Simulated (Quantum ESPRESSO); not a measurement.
## KI (Fm-3m): phonon frequency against volume, with a fit

Wanted: a fit of frequency against volume for KI (Fm-3m), tested on a run that is left out of it.

Method: DFT LDA, scalar-relativistic, plane waves, PseudoDojo norm-conserving pseudopotentials, in Quantum ESPRESSO 7.5.

## 1. The relaxed structure

Symmetry: Fm-3m, No. 225, cubic system. The conventional cell has a = 6.817 Å, b = 6.817 Å, c = 6.817 Å, α = 90.00°, β = 90.00°, γ = 90.00°. K has 6 I at 3.41 Å nearest. Nearest to I lie 6 K at 3.41 Å. Farther neighbours and most contacts between anions are not listed.

This is the cell after its relaxation at this level of theory, not the database cell from which that began.

## 2. Runs at several volumes

The relaxed cell is scaled uniformly; in this structure symmetry fixes all atoms, so nothing has to be relaxed anew. Each volume gets a ground state and a response at Γ. The mode followed is the highest one without the macroscopic field, of symmetry T1u; longitudinal polar modes lie higher. Cutoff 79 Ry, k mesh 8×8×8.

From the response at V/V₀ = 0.94:

Output:

```text
[banners, grids, parts of the stress and lines that vanish by symmetry left out]
Program PHONON v.7.5
     Reading xml data from directory:

[...]
Exchange-correlation= PW
                           (   1   4   0   0   0   0   0)
[...]
kinetic-energy cut-off    =      79.0000  Ry
     charge density cut-off    =     316.0000  Ry
     convergence threshold     =      1.0E-18
[...]
Exchange-correlation= PW
                           (   1   4   0   0   0   0   0)
[...]
q = (   0.0000000   0.0000000   0.0000000 )
     49 Sym.Ops. (with q -> -q+G )
     G cutoff =  637.4017  (  47591 G-vectors)     FFT grid: ( 54, 54, 54)
     number of k points=    29
[...]
Mode symmetry, O_h (m-3m)  point group:
[...]
Dielectric constant
[...]
End of electric fields calculation
          Dielectric constant in cartesian axis
          (       3.239224037      -0.000000000      -0.000000000 )
          (      -0.000000000       3.239224037       0.000000000 )
          (      -0.000000000       0.000000000       3.239224037 )
          Effective charges (d Force / dE) in cartesian axis without acoustic sum rule applied (asr)
           atom    1  K     Mean Z*:        1.08272
      Ex  (        1.08272       -0.00000       -0.00000 )
      Ey  (       -0.00000        1.08272        0.00000 )
      Ez  (        0.00000       -0.00000        1.08272 )
           atom    2  I     Mean Z*:       -1.08409
      Ex  (       -1.08409       -0.00000        0.00000 )
      Ey  (       -0.00000       -1.08409       -0.00000 )
      Ez  (        0.00000       -0.00000       -1.08409 )
          Effective charges Sum: Mean:       -0.00137
[...]
Effective charges (d Force / dE) in cartesian axis with asr applied:
           atom    1  K     Mean Z*:        1.08341
[...]
atom    2  I     Mean Z*:       -1.08341
[...]
Representation #   1 modes #   1   2   3
[...]
End of self-consistent calculation
     Convergence has been achieved
     Representation #   2 modes #   4   5   6
[...]
End of self-consistent calculation
     Convergence has been achieved
[...]
Dielectric constant in cartesian axis
          (       3.239224037      -0.000000000      -0.000000000 )
          (      -0.000000000       3.239224037       0.000000000 )
          (      -0.000000000       0.000000000       3.239224037 )
          Effective charges (d Force / dE) in cartesian axis without acoustic sum rule applied (asr)
           atom    1  K     Mean Z*:        1.08272
      Ex  (        1.08272       -0.00000       -0.00000 )
      Ey  (       -0.00000        1.08272        0.00000 )
      Ez  (        0.00000       -0.00000        1.08272 )
           atom    2  I     Mean Z*:       -1.08409
      Ex  (       -1.08409       -0.00000        0.00000 )
      Ey  (       -0.00000       -1.08409       -0.00000 )
      Ez  (        0.00000       -0.00000       -1.08409 )
          Effective charges Sum: Mean:       -0.00137
[...]
Effective charges (d Force / dE) in cartesian axis with asr applied:
           atom    1  K     Mean Z*:        1.08341
[...]
atom    2  I     Mean Z*:       -1.08341
[...]
q = (    0.000000000   0.000000000   0.000000000 )
[...]
freq (    1) =      -0.022242 [THz] =      -0.741916 [cm-1]
     freq (    2) =      -0.022242 [THz] =      -0.741916 [cm-1]
     freq (    3) =      -0.022242 [THz] =      -0.741916 [cm-1]
     freq (    4) =       3.932849 [THz] =     131.185723 [cm-1]
     freq (    5) =       3.932849 [THz] =     131.185723 [cm-1]
     freq (    6) =       3.932849 [THz] =     131.185723 [cm-1]
[...]
Mode symmetry, O_h (m-3m)  point group:
     freq (   1-   3) =         -0.7  [cm-1]   --> T_1u G_15  G_4- I
     freq (   4-   6) =        131.2  [cm-1]   --> T_1u G_15  G_4- I

   JOB DONE.
```

One volume, V/V₀ = 1.03, is held back as a test.

```tsv
V/V₀	volume (Å³/atom)	pressure (GPa)	ω (cm⁻¹)
0.94	37.230	1.15	131.19
0.97	38.418	0.52	122.77
1	39.606	0.00	114.76
1.03	40.794	-0.44	held back
1.06	41.982	-0.81	99.83
```

## 3. The fit

The mode Grüneisen parameter is γ = −d ln ω / d ln V.

```tsv
ln(V/V₀)	ln ω
-0.0619	4.8766
-0.0305	4.8103
0.0000	4.7428
0.0583	4.6035
```

A straight line through these points has the slope -2.281, so γ = 2.28; at V/V₀ = 1.03 it predicts ω = exp(4.7389 − 0.0674) = 106.86 cm⁻¹.

A parabola of pressure against ln V through V/V₀ = 0.97, 1 and 1.03 gives the bulk modulus B = −dP/d ln V = 16.0 GPa at V₀. With ω₀ from the fitted line the pressure coefficient follows as dω/dP = γ ω₀ / B = 2.28 × 114.3 / 16.0 = 16.2 cm⁻¹/GPa.

## 4. The run that was held back

Output:

```text
[banners, grids, parts of the stress and lines that vanish by symmetry left out]
[banner, memory and clock lines left out]
Program PHONON v.7.5

[...]
Exchange-correlation= PW
                           (   1   4   0   0   0   0   0)
[...]
kinetic-energy cut-off    =      79.0000  Ry
     charge density cut-off    =     316.0000  Ry
     convergence threshold     =      1.0E-18
[...]
Exchange-correlation= PW
                           (   1   4   0   0   0   0   0)
[...]
q = (   0.0000000   0.0000000   0.0000000 )
     49 Sym.Ops. (with q -> -q+G )
     G cutoff =  677.4639  (  51913 G-vectors)     FFT grid: ( 54, 54, 54)
     number of k points=    29
[...]
Mode symmetry, O_h (m-3m)  point group:
[...]
Dielectric constant
[...]
End of electric fields calculation
          Dielectric constant in cartesian axis
          (       3.076322559      -0.000000000      -0.000000000 )
          (      -0.000000000       3.076322559      -0.000000000 )
          (      -0.000000000       0.000000000       3.076322559 )
          Effective charges (d Force / dE) in cartesian axis without acoustic sum rule applied (asr)
           atom    1  K     Mean Z*:        1.11681
      Ex  (        1.11681        0.00000       -0.00000 )
      Ey  (        0.00000        1.11681        0.00000 )
      Ez  (       -0.00000        0.00000        1.11681 )
           atom    2  I     Mean Z*:       -1.11812
      Ex  (       -1.11812       -0.00000       -0.00000 )
      Ey  (       -0.00000       -1.11812       -0.00000 )
      Ez  (        0.00000        0.00000       -1.11812 )
[...]
Representation #   1 modes #   1   2   3
[...]
End of self-consistent calculation
     Convergence has been achieved
     Representation #   2 modes #   4   5   6
[...]
End of self-consistent calculation
     Convergence has been achieved
[...]
Dielectric constant in cartesian axis
          (       3.076322559      -0.000000000      -0.000000000 )
          (      -0.000000000       3.076322559      -0.000000000 )
          (      -0.000000000       0.000000000       3.076322559 )
          Effective charges (d Force / dE) in cartesian axis without acoustic sum rule applied (asr)
           atom    1  K     Mean Z*:        1.11681
      Ex  (        1.11681        0.00000       -0.00000 )
      Ey  (        0.00000        1.11681        0.00000 )
      Ez  (       -0.00000        0.00000        1.11681 )
           atom    2  I     Mean Z*:       -1.11812
      Ex  (       -1.11812       -0.00000       -0.00000 )
      Ey  (       -0.00000       -1.11812       -0.00000 )
      Ez  (        0.00000        0.00000       -1.11812 )
          Effective charges Sum: Mean:       -0.00131
[...]
Effective charges (d Force / dE) in cartesian axis with asr applied:
           atom    1  K     Mean Z*:        1.11747
[...]
atom    2  I     Mean Z*:       -1.11747
[...]
q = (    0.000000000   0.000000000   0.000000000 )
[...]
freq (    1) =      -0.020876 [THz] =      -0.696346 [cm-1]
     freq (    2) =      -0.020876 [THz] =      -0.696346 [cm-1]
     freq (    3) =      -0.020876 [THz] =      -0.696346 [cm-1]
     freq (    4) =       3.211319 [THz] =     107.118068 [cm-1]
     freq (    5) =       3.211319 [THz] =     107.118068 [cm-1]
     freq (    6) =       3.211319 [THz] =     107.118068 [cm-1]
[...]
Mode symmetry, O_h (m-3m)  point group:
     freq (   1-   3) =         -0.7  [cm-1]   --> T_1u G_15  G_4- I
     freq (   4-   6) =        107.1  [cm-1]   --> T_1u G_15  G_4- I
```

It gives 107.12 cm⁻¹ against the predicted 106.86 cm⁻¹, a miss of 0.3 cm⁻¹.

## 5. Results

| Item | Value |
| --- | --- |
| mode Grüneisen parameter | 2.281 |
| bulk modulus | 16.0 GPa |
| pressure coefficient | 16.2 cm⁻¹/GPa |

In words: The highest optical mode of KI (Fm-3m) without the LO-TO term stiffens by 16.2 cm⁻¹ a GPa near the relaxed volume, with γ = 2.28. The power law meets all 5 runs within 0.40 %; between neighbouring volumes γ runs from 2.11 to 2.45. Such a coefficient turns a measured shift of this mode into a hydrostatic stress; uniaxial or biaxial stress splits the mode and needs deformation potentials. These are harmonic values at zero temperature for the structure held cubic, which a run at Γ can't show to be stable; the bulk modulus rests on three points.

[Host names and launcher messages were left out of these logs when they were recorded.]

[Logs are printed without paths, hosts, clocks, repeated set-up lines and the standing remarks that a program may print on its own settings, such as how far it seeks lower states.]

[Hosts, paths, dates, database ids (printed as entryN), source tags and the programs' standing remarks are cut or masked in the printed files.]
